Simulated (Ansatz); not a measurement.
# Cs on W(110): change of the work function

Wanted: Δφ(θ) for Cs/W(110), starting from the hollow site.

Main program and level: Ansatz 0.2.0; plane-wave DFT, PBE, Ansatz PAW.

**1. The starting structure**

The cell holds 4 atoms: 4 W. Cell: a = 2.737 Å, b = 2.737 Å, c = 24.703 Å, α = 90.0°, β = 90.0°, γ = 70.5°. Vacuum lies along c.

**2. The clean slab**

The bare slab comes first, as the zero from which every change is counted. The two lowest layers are held at bulk places and the upper ones relax. The dipole correction removes the false field that a one-sided slab makes across the periodic vacuum, so each face gets a flat vacuum level of its own.

The input, input.yaml:

```yaml
crystal:
  lattice:
    - [2.2344574285, -1.58, 0.0]
    - [2.2344574285, 1.58, 0.0]
    - [0.0, 0.0, 24.7033722856]
  atoms:
    - { symbol: W, position: [0.0, 0.0, 0.3643227287] }
    - { symbol: W, position: [0.5, 0.5, 0.4547742429] }
    - { symbol: W, position: [0.0, 0.0, 0.5452257571] }
    - { symbol: W, position: [0.5, 0.5, 0.6356772713] }
kpoints:
  mp_grid: { grid: [12, 12, 1] }
hamiltonian:
  xc: pbe
scf:
  occupations: { method: fermi_dirac, width: 0.1 }
  convergence: { dr2_threshold: 1.0e-08 }
efield:
  axis: 3
  dipole_correction: true
  ramp_position: 0.97
  ramp_width: 0.06
relax:
  f_tol: 0.02
  max_steps: 60
  constraints: [{ sites: [0, 1] }]
output:
  write_potential: true
  write_density: true
  volumetric_format: npy
```

Launch:

```sh
> ansatz run input.yaml --threads 4 --pin off --max-ram 16384MiB --backend cpu --events-out ev --progress --plain --runs-dir out
```

The program printed:

```text
Engine: ansatz 0.2.0, aarch64-unknown-linux-gnu
Pseudopotentials: kind: paw
Pseudopotential: W, paw, valence charge 14, recommended cutoff 420 eV (normal), W.paw.azcp
Functional definition: PBE
  parameter kappa = 0.804
  parameter beta = 0.066725
  exchange = pbe_x(kappa = kappa, mu = beta*pi^2/3)
  correlation = pbe_c(beta = beta)
Crystal: 4 atoms, lattice volume = 174.428 Å³
Basis set: ecut = 420 eV, 3461 PW (Γ), exchange–correlation on 40×40×360 points (8 copies of the dense FFT grid, shifted against one another)
Bands: 34, of which v1, the nominal top of the filled ones, is band 28 counted from 1 (27 counted from 0)
Symmetry: 4 space group operations
k-points: 43 of 144
Non-local potential: W, projectors of the file, l = 0: 3, l = 1: 2, l = 2: 2, l = 3: 1
PAW form: soft (Blöchl's): semilocal exchange-correlation on the pseudo side does not see the compensation charge
PAW one-centre angular grid: W, 590 points (default); XC on 64 Gauss nodes
Initial density: superposition of atomic densities (neutral atoms: chi_scale 0, normalization atom), corrected by the library's trained network
Initial wavefunctions: pseudopotential atomic-orbital guess
Functional: x = pbe(κ = 0.804, μ = 0.219515), c = pbe(β = 0.066725)
SCF iter   1: F=—  HF=-41536.547941 eV  |F-HF|=—  |Δ(HF+E_count)|=         —  Δρ=9.69e-3  dr2=1.99e0  ethr=1.77e-3  p=0.000 e·Å  D=4.83e-14 V/Å  ΔV_dip=-0.00 eV  dr2_dipole=2.75e-7  V_vac-E_F(+/−)=5.06/5.06 eV  ⟨swp⟩=7.9  Hψ=15776  notcnv=0  defer=16
efield: sawtooth ramp at fractional position 0.9700 (set: `efield.ramp_position`, or a place that a band, a saddle search or an elastic batch's reference lends), width 0.0600; the density the first Hamiltonian is built on has a dipole p = 0.000 e·Å; the dipole correction subtracts the counter field D = 4.83e-14 V/Å, which shifts the + side's vacuum level by -0.00 eV against the − side's; the planar-averaged density in the ramp window peaks in size at 1.1e-5 e/Å³
automatic band count: the SCF goes on with 40 bands, as 34 were too few: the levels above may hold too much charge
preconditioner: auto → LDOS  [metal: Δε(μ)=0.044 eV  Ē_g=6.098 eV  σ=0.100 eV  W_gap=0.11  n_scr=16 (ndim 8)  ℏωp=13.8 eV  f_vac=0.562  D(μ)=3.18/eV (n_scr^D=14)  β→1.0]
SCF iter   2: F=—  HF=-41536.463453 eV  |F-HF|=—  |Δ(HF+E_count)|=   8.45e-2  Δρ=3.80e-3  dr2=1.53e-1  ethr=1.77e-3  p=-0.000 e·Å  D=-1.41e-5 V/Å  ΔV_dip=0.00 eV  dr2_dipole=9.41e-8  V_vac-E_F(+/−)=4.91/4.91 eV  ⟨swp⟩=2.0  Hψ=2409  notcnv=0  defer=46
SCF iter   3: F=—  HF=-41536.454051 eV  |F-HF|=—  |Δ(HF+E_count)|=   9.40e-3  Δρ=7.33e-4  dr2=4.77e-3  ethr=2.73e-4  p=-0.000 e·Å  D=-5.84e-6 V/Å  ΔV_dip=0.00 eV  dr2_dipole=2.39e-8  V_vac-E_F(+/−)=4.90/4.90 eV  ⟨swp⟩=1.9  Hψ=2195  notcnv=0  defer=48
SCF iter   4: F=—  HF=-41536.453642 eV  |F-HF|=—  |Δ(HF+E_count)|=   4.09e-4  Δρ=2.26e-4  dr2=2.83e-4  ethr=8.51e-6  p=-0.000 e·Å  D=-2.80e-6 V/Å  ΔV_dip=0.00 eV  dr2_dipole=3.72e-9  V_vac-E_F(+/−)=4.90/4.90 eV  ⟨swp⟩=2.2  Hψ=2210  notcnv=0  defer=48
SCF iter   5: F=—  HF=-41536.453616 eV  |F-HF|=—  |Δ(HF+E_count)|=   2.57e-5  Δρ=8.21e-5  dr2=9.88e-6  ethr=5.05e-7  p=-0.000 e·Å  D=-1.58e-6 V/Å  ΔV_dip=0.00 eV  dr2_dipole=4.44e-10  V_vac-E_F(+/−)=4.90/4.90 eV  ⟨swp⟩=2.8  Hψ=2489  notcnv=0  defer=48
SCF iter   6: F=—  HF=-41536.453677 eV  |F-HF|=—  |Δ(HF+E_count)|=   6.09e-5  Δρ=1.85e-5  dr2=1.78e-6  ethr=1.76e-8  p=-0.000 e·Å  D=-3.96e-7 V/Å  ΔV_dip=0.00 eV  dr2_dipole=1.10e-14  V_vac-E_F(+/−)=4.90/4.90 eV  ⟨swp⟩=3.0  Hψ=2816  notcnv=0  defer=46
SCF iter   7: F=—  HF=-41536.453677 eV  |F-HF|=—  |Δ(HF+E_count)|=   1.78e-7  Δρ=5.89e-6  dr2=9.96e-8  ethr=3.18e-9  p=-0.000 e·Å  D=-1.01e-7 V/Å  ΔV_dip=0.00 eV  dr2_dipole=1.15e-12  V_vac-E_F(+/−)=4.90/4.90 eV  ⟨swp⟩=2.1  Hψ=2209  notcnv=0  defer=46
SCF iter   8: F=—  HF=-41536.453677 eV  |F-HF|=—  |Δ(HF+E_count)|=   1.72e-7  Δρ=2.09e-6  dr2=1.13e-8  ethr=1.79e-11  p=-0.000 e·Å  D=-5.65e-8 V/Å  ΔV_dip=0.00 eV  dr2_dipole=6.97e-14  V_vac-E_F(+/−)=4.90/4.90 eV  ⟨swp⟩=12.3  Hψ=12536  notcnv=0
SCF iter   9: F=-41536.453677 eV  HF=-41536.453677 eV  |F-HF|=2.90e-9  |Δ(HF+E_count)|=   2.45e-9  Δρ=6.34e-7  dr2=1.02e-9  ethr=1.79e-11  p=-0.000 e·Å  D=-1.55e-8 V/Å  ΔV_dip=0.00 eV  dr2_dipole=4.30e-15  V_vac-E_F(+/−)=4.90/4.90 eV  ⟨swp⟩=10.8  Hψ=10717  notcnv=0
SCF 1 converged in 9 iterations: F = -41536.453677 eV  dr2 = 1.02e-9
  greatest PAW one-centre occupation: 1.000 electrons in one spin orbital (limit 2), on the W atom at site 0 (counted from 0), in its partial waves of l = 0
relax step   1: F+E_penalty+E_count = -41536.45367728 eV  Δ(F+E_penalty+E_count) = +0.000e0 eV  max|allowed force component| = 6.535e-1 eV/Å  Δτ_max = 0.0000 Å  (9 SCF iters, accepted)
Bands: 40, of which v1, the nominal top of the filled ones, is band 28 counted from 1 (27 counted from 0)
Initial density: handed on by an earlier stage of this run
Initial wavefunctions: those handed on with the density
iter 1 solved again at ethr=9.58e-4 eV; its pass at ethr=3.10e-3 eV (dr2=5.36e-1 eV) is discarded
SCF iter   1: F=—  HF=-41536.451060 eV  |F-HF|=—  |Δ(HF+E_count)|=         —  Δρ=7.55e-3  dr2=5.51e-1  ethr=9.58e-4  p=-0.000 e·Å  D=-4.98e-7 V/Å  ΔV_dip=0.00 eV  dr2_dipole=8.25e-2  V_vac-E_F(+/−)=4.92/4.92 eV  ⟨swp⟩=1.6  Hψ=6453  notcnv=0  defer=49
efield: sawtooth ramp at fractional position 0.9700 (set: `efield.ramp_position`, or a place that a band, a saddle search or an elastic batch's reference lends), width 0.0600; the density the first Hamiltonian is built on has a dipole p = -0.000 e·Å; the dipole correction subtracts the counter field D = -4.98e-7 V/Å, which shifts the + side's vacuum level by +0.00 eV against the − side's; the planar-averaged density in the ramp window peaks in size at 4.2e-6 e/Å³
preconditioner: auto → LDOS  [metal: Δε(μ)=0.008 eV  Ē_g=6.108 eV  σ=0.100 eV  W_gap=0.02  n_scr=16 (ndim 8)  ℏωp=13.8 eV  f_vac=0.561  D(μ)=3.03/eV (n_scr^D=12)  β→1.0]
SCF iter   2: F=—  HF=-41536.439067 eV  |F-HF|=—  |Δ(HF+E_count)|=   1.20e-2  Δρ=5.12e-3  dr2=1.98e-1  ethr=9.58e-4  p=0.007 e·Å  D=7.37e-3 V/Å  ΔV_dip=-0.18 eV  dr2_dipole=2.51e-3  V_vac-E_F(+/−)=4.72/4.90 eV  ⟨swp⟩=2.7  Hψ=2768  notcnv=0  defer=49
SCF iter   3: F=—  HF=-41536.411540 eV  |F-HF|=—  |Δ(HF+E_count)|=   2.75e-2  Δρ=1.14e-3  dr2=8.39e-3  ethr=3.53e-4  p=0.005 e·Å  D=5.11e-3 V/Å  ΔV_dip=-0.13 eV  dr2_dipole=6.86e-5  V_vac-E_F(+/−)=4.79/4.91 eV  ⟨swp⟩=2.4  Hψ=2949  notcnv=0  defer=49
[...]
SCF iter   3: F=—  HF=-41536.467263 eV  |F-HF|=—  |Δ(HF+E_count)|=   1.04e-2  Δρ=8.47e-4  dr2=5.12e-3  ethr=1.42e-4  p=0.004 e·Å  D=4.30e-3 V/Å  ΔV_dip=-0.11 eV  dr2_dipole=4.39e-5  V_vac-E_F(+/−)=4.79/4.90 eV  ⟨swp⟩=2.6  Hψ=3087  notcnv=0  defer=49
SCF iter   4: F=—  HF=-41536.466247 eV  |F-HF|=—  |Δ(HF+E_count)|=   1.02e-3  Δρ=1.79e-4  dr2=1.18e-4  ethr=9.14e-6  p=0.004 e·Å  D=3.68e-3 V/Å  ΔV_dip=-0.09 eV  dr2_dipole=5.74e-7  V_vac-E_F(+/−)=4.81/4.90 eV  ⟨swp⟩=2.5  Hψ=2483  notcnv=0  defer=49
SCF iter   5: F=—  HF=-41536.466260 eV  |F-HF|=—  |Δ(HF+E_count)|=   1.35e-5  Δρ=5.43e-5  dr2=8.97e-6  ethr=2.11e-7  p=0.003 e·Å  D=3.19e-3 V/Å  ΔV_dip=-0.08 eV  dr2_dipole=8.65e-7  V_vac-E_F(+/−)=4.82/4.90 eV  ⟨swp⟩=2.2  Hψ=2723  notcnv=0  defer=49
SCF iter   6: F=—  HF=-41536.466316 eV  |F-HF|=—  |Δ(HF+E_count)|=   5.58e-5  Δρ=1.68e-5  dr2=2.41e-6  ethr=1.60e-8  p=0.003 e·Å  D=2.93e-3 V/Å  ΔV_dip=-0.07 eV  dr2_dipole=2.53e-8  V_vac-E_F(+/−)=4.83/4.90 eV  ⟨swp⟩=2.8  Hψ=3011  notcnv=0  defer=49
SCF iter   7: F=—  HF=-41536.466316 eV  |F-HF|=—  |Δ(HF+E_count)|=   9.87e-8  Δρ=6.68e-6  dr2=1.22e-7  ethr=4.30e-9  p=0.003 e·Å  D=2.81e-3 V/Å  ΔV_dip=-0.07 eV  dr2_dipole=1.60e-9  V_vac-E_F(+/−)=4.83/4.90 eV  ⟨swp⟩=2.0  Hψ=2145  notcnv=0  defer=49
SCF iter   8: F=—  HF=-41536.466316 eV  |F-HF|=—  |Δ(HF+E_count)|=   1.35e-7  Δρ=2.67e-6  dr2=2.96e-8  ethr=2.18e-10  p=0.003 e·Å  D=2.77e-3 V/Å  ΔV_dip=-0.07 eV  dr2_dipole=8.00e-10  V_vac-E_F(+/−)=4.83/4.90 eV  ⟨swp⟩=3.0  Hψ=3071  notcnv=0  defer=49
SCF iter   9: F=-41536.466316 eV  HF=-41536.466316 eV  |F-HF|=3.74e-9  |Δ(HF+E_count)|=   1.98e-8  Δρ=7.34e-7  dr2=1.32e-9  ethr=1.79e-11  p=0.003 e·Å  D=2.76e-3 V/Å  ΔV_dip=-0.07 eV  dr2_dipole=5.96e-13  V_vac-E_F(+/−)=4.83/4.90 eV  ⟨swp⟩=11.1  Hψ=11214  notcnv=0
SCF 3 converged in 9 iterations: F = -41536.466316 eV  dr2 = 1.32e-9
relax step   3: F+E_penalty+E_count = -41536.46631625 eV  Δ(F+E_penalty+E_count) = -1.264e-2 eV  max|allowed force component| = 9.000e-2 eV/Å  Δτ_max = 0.0345 Å  (9 SCF iters, accepted)
SCF iter   1: F=—  HF=-41536.467006 eV  |F-HF|=—  |Δ(HF+E_count)|=         —  Δρ=7.95e-4  dr2=4.51e-3  ethr=1.73e-4  p=0.003 e·Å  D=2.76e-3 V/Å  ΔV_dip=-0.07 eV  dr2_dipole=5.29e-4  V_vac-E_F(+/−)=4.83/4.90 eV  ⟨swp⟩=2.1  Hψ=2956  notcnv=0  defer=49
efield: sawtooth ramp at fractional position 0.9700 (set: `efield.ramp_position`, or a place that a band, a saddle search or an elastic batch's reference lends), width 0.0600; the density the first Hamiltonian is built on has a dipole p = 0.003 e·Å; the dipole correction subtracts the counter field D = 2.76e-3 V/Å, which shifts the + side's vacuum level by -0.07 eV against the − side's; the planar-averaged density in the ramp window peaks in size at 2.5e-6 e/Å³
preconditioner: auto → LDOS  [metal: Δε(μ)=0.042 eV  Ē_g=6.069 eV  σ=0.100 eV  W_gap=0.10  n_scr=16 (ndim 8)  ℏωp=13.8 eV  f_vac=0.561  D(μ)=3.08/eV (n_scr^D=14)  β→1.0]
SCF iter   2: F=—  HF=-41536.466782 eV  |F-HF|=—  |Δ(HF+E_count)|=   2.25e-4  Δρ=3.58e-4  dr2=1.22e-3  ethr=8.05e-6  p=0.002 e·Å  D=2.05e-3 V/Å  ΔV_dip=-0.05 eV  dr2_dipole=4.65e-5  V_vac-E_F(+/−)=4.85/4.90 eV  ⟨swp⟩=2.0  Hψ=2582  notcnv=0  defer=49
SCF iter   3: F=—  HF=-41536.466693 eV  |F-HF|=—  |Δ(HF+E_count)|=   8.84e-5  Δρ=1.37e-4  dr2=1.44e-4  ethr=2.17e-6  p=0.002 e·Å  D=2.31e-3 V/Å  ΔV_dip=-0.06 eV  dr2_dipole=1.26e-5  V_vac-E_F(+/−)=4.84/4.90 eV  ⟨swp⟩=2.0  Hψ=2277  notcnv=0  defer=49
SCF iter   4: F=—  HF=-41536.466668 eV  |F-HF|=—  |Δ(HF+E_count)|=   2.55e-5  Δρ=3.26e-5  dr2=6.82e-6  ethr=2.57e-7  p=0.002 e·Å  D=2.20e-3 V/Å  ΔV_dip=-0.05 eV  dr2_dipole=8.20e-7  V_vac-E_F(+/−)=4.84/4.90 eV  ⟨swp⟩=3.4  Hψ=3097  notcnv=0  defer=49
SCF iter   5: F=—  HF=-41536.466723 eV  |F-HF|=—  |Δ(HF+E_count)|=   5.51e-5  Δρ=1.10e-5  dr2=2.53e-7  ethr=1.22e-8  p=0.002 e·Å  D=2.19e-3 V/Å  ΔV_dip=-0.05 eV  dr2_dipole=5.43e-9  V_vac-E_F(+/−)=4.84/4.90 eV  ⟨swp⟩=2.5  Hψ=2375  notcnv=0  defer=49
SCF iter   6: F=—  HF=-41536.466723 eV  |F-HF|=—  |Δ(HF+E_count)|=   2.64e-7  Δρ=4.53e-6  dr2=3.51e-8  ethr=4.52e-10  p=0.002 e·Å  D=2.20e-3 V/Å  ΔV_dip=-0.05 eV  dr2_dipole=1.68e-10  V_vac-E_F(+/−)=4.84/4.90 eV  ⟨swp⟩=2.8  Hψ=3016  notcnv=0  defer=49
SCF iter   7: F=-41536.466723 eV  HF=-41536.466723 eV  |F-HF|=5.69e-9  |Δ(HF+E_count)|=   7.88e-8  Δρ=1.73e-6  dr2=9.35e-9  ethr=1.79e-11  p=0.002 e·Å  D=2.20e-3 V/Å  ΔV_dip=-0.05 eV  dr2_dipole=1.03e-12  V_vac-E_F(+/−)=4.84/4.90 eV  ⟨swp⟩=11.5  Hψ=11409  notcnv=0
SCF 4 converged in 7 iterations: F = -41536.466723 eV  dr2 = 9.35e-9
relax step   4: F+E_penalty+E_count = -41536.46672319 eV  Δ(F+E_penalty+E_count) = -4.069e-4 eV  max|allowed force component| = 1.129e-2 eV/Å  Δτ_max = 0.0139 Å  (7 SCF iters, accepted)
NSCF: frozen V_eff on 43 k-points
the band table was solved once a step of the walk had ended and its energy, with any forces and stress, was formed, with the checks that follow a solve (9071 applications of the Hamiltonian). They found nothing against the state; the energy, forces and stress were not computed again (output.eigenvalues in the input reference)
WARN: The output density's exchange-correlation potential varies sharply where the density is thin. Do not read a vacuum level from v_tot or v_xc, or from such a field of the output density. On a cell that repeats whose density bears no net charge and no dipole along the vacuum's axis use v_es (v_loc + v_h of the components); under efield.dipole_correction with no amplitude use v_es + v_field, which holds any externa [...]
SCF converged after 7 iterations
Free energy (F): -41536.466723 eV
Harris-Foulkes:  -41536.466723 eV  (|F-HF|=5.69e-9)
Internal energy: -41536.366955 eV  (E = F + TS)
E sigma→0 (E₀):  -41536.416839 eV
Entropy (-TS):   -0.099768 eV (-24.942 meV/atom)
Fermi energy:    5.203880 eV
Dipole field:    D = 0.002197 V/Å  (p = 0.002118 e·Å, saw-weighted, corrected)
Work function:   Φ+ = 4.8447 eV   Φ− = 4.8989 eV
Levels:          The Fermi level and band energies are counted from a zero that moves with the ramp; work functions are not
--- Per-component energies (eV) ---
  E_band       = -1291.057248
  E_kinetic    = 1792.505388
  E_local      = -71121.558076  (includes V_loc(G=0)·N_el)
  E_nonlocal   = 4.576205
  E_hartree    = 34741.224890
  E_xc         = -1063.352008
  E_vxc        = -949.335306  (∫ρ·V_xc dr)
  E_paw        = -34249.938995  (= ΣΔE_a)
  E_vpaw       = -499.704010  (= ΣTr[D̂ρ^β])
  E_aug_tail   = -0.000235  (compensation charges beyond the density's cutoff)
  E_efield     = 0.000002  (sawtooth field / dipole correction)
  E_vefield    = -0.001025  (∫n·V_field dr)
  E_ewald      = 28360.175874
  E_smearing   = -0.099768  (= −TS)
  E_closure    = -0.000000  (closes the sum)
  Σ components = -41536.466723   (vs F -41536.466723, Δ=0.00e0)
--- Forces (eV/Å), atoms counted from 1 ---
  atom   1  W      0.00000000     0.00000000     0.36117714
  atom   2  W      0.00000000    -0.00000000    -0.34159757
  atom   3  W      0.00000000    -0.00000000    -0.00830034
  atom   4  W      0.00000000    -0.00000000    -0.01129449
  max |Σ_I F_I| component: 1.53e-5 eV/Å
--- Band table (eV; the first three rows and the last of 43) ---
  k-point 0: bands = [... 24 lower, 3.7540, 3.7892, 3.9762, 4.5401, 4.8127, 5.7605, 6.0199, 6.9297, ... 8 higher]
  k-point 1: bands = [... 24 lower, 3.5720, 3.7614, 4.1231, 4.4811, 4.8136, 5.3411, 6.2452, 6.7515, ... 8 higher]
  k-point 2: bands = [... 24 lower, 3.3977, 3.5331, 3.9616, 4.3822, 4.9156, 5.2947, 6.6226, 6.6532, ... 8 higher]
  k-point 42: bands = [... 24 lower, 3.7933, 5.7375, 5.8442, 6.2645, 6.3571, 6.8712, 7.2505, 8.8378, ... 8 higher]
--- Relaxed structure (4 steps of the walk, 3 accepted, 0 SCFs on fresh bases) ---
  F+E_penalty+E_count = -41536.46672319 eV   max|allowed force component| = 1.129e-2 eV/Å
  atoms:
    - { symbol: W, position: [0.0, 0.0, 0.3643227287] }
    - { symbol: W, position: [0.5, 0.5, 0.4547742429] }
    - { symbol: W, position: [-6.653931e-19, 6.653931e-19, 0.546759] }
    - { symbol: W, position: [0.5, 0.5, 0.635499] }
```

It took 27 s on 4 threads of Arm Neoverse V1, shared host; peak memory 0.58 GiB; 1.8 min of CPU time.

Relaxation path:

| step | energy less that of the first step (eV) | largest force component (eV/Å) |
| --- | --- | --- |
| 1 | 0.0000 | 0.6535 |
| 2 | 0.0440 | 1.3654 |
| 3 | -0.0126 | 0.0900 |
| 4 | -0.0130 | 0.0113 |

Relaxation step 2 was tried and not accepted.

The run keeps the 4 symmetry operations that the program found, so distortions that break them were not tested.

The atoms that moved most (Å):

| atom | dx | dy | dz | length |
| --- | --- | --- | --- | --- |
| W3 | 0.000 | 0.000 | 0.038 | 0.038 |

Final coordinates:

```cif
data_structure
_symmetry_space_group_name_H-M 'P 1'
_symmetry_Int_Tables_number 1
_cell_length_a 2.7366
_cell_length_b 2.7366
_cell_length_c 24.7034
_cell_angle_alpha 90.000
_cell_angle_beta 90.000
_cell_angle_gamma 70.529
_cell_volume 174.43
loop_
_atom_site_label
_atom_site_type_symbol
_atom_site_fract_x
_atom_site_fract_y
_atom_site_fract_z
_atom_site_occupancy
W1 W 0.00000 0.00000 0.36432 1
W2 W 0.50000 0.50000 0.45477 1
W3 W 0.00000 0.00000 0.54676 1
W4 W 0.50000 0.50000 0.63550 1
```

Numbers from this step:

```yaml
energy_at_zero_smearing: -41536.4168 eV
work_function_upper_face: 4.845 eV
work_function_lower_face: 4.899 eV
dipole_along_the_normal: 0.002118 e·Å
step_between_the_vacuum_levels: -0.05428 eV
```

Running mean over 2.234 Å of the planar mean; the ramp of the sawtooth is left out. Electron's electrostatic potential energy less the Fermi level against z:

| z (Å) | electron's electrostatic potential energy less the Fermi level (eV) |
| --- | --- |
| 3.5 | 4.90 |
| 4.0 | 4.90 |
| 4.5 | 4.90 |
| 5.0 | 4.89 |
| 5.5 | 4.86 |
| 6.0 | 4.75 |
| 6.5 | 4.41 |
| 7.0 | 3.30 |
| 7.5 | -0.135 |
| 8.0 | -5.75 |
| 8.5 | -10.5 |
| 9.0 | -12.2 |
| 9.5 | -12.5 |
| 10.0 | -12.6 |
| 10.5 | -12.7 |
| 11.0 | -12.7 |
| 11.5 | -12.7 |
| 12.0 | -12.5 |
| 12.5 | -12.4 |
| 13.0 | -12.6 |
| 13.5 | -12.8 |
| 14.0 | -13.0 |
| 14.5 | -13.1 |
| 15.0 | -12.9 |
| 15.5 | -12.5 |
| 16.0 | -11.5 |
| 16.5 | -7.95 |
| 17.0 | -2.27 |
| 17.5 | 2.24 |
| 18.0 | 4.06 |
| 18.5 | 4.61 |
| 19.0 | 4.78 |
| 19.5 | 4.82 |
| 20.0 | 4.84 |
| 20.5 | 4.84 |
| 21.0 | 4.84 |
| 21.5 | 4.84 |

The relaxation took 4 steps and lowered the energy by 0.013 eV; the largest force on the free atoms ends at 0.011 eV/Å.

The work function of the upper face is 4.84 eV.

(Continued in part 2 of 3.)

[Long decimals in the printed logs are rounded to 6 places.]

[Logs are printed without paths, hosts, clocks, repeated set-up lines and the standing remarks that a program may print on its own settings, such as how far it seeks lower states.]

[Hosts, paths, dates, database ids (printed as entryN), source tags and the programs' standing remarks are cut or masked in the printed files.]

[Maps of the electrostatic potential energy from Ansatz leave out the sawtooth potential of an applied field or a dipole correction, so their vacuum need not be flat; planar profiles and work functions include it.]
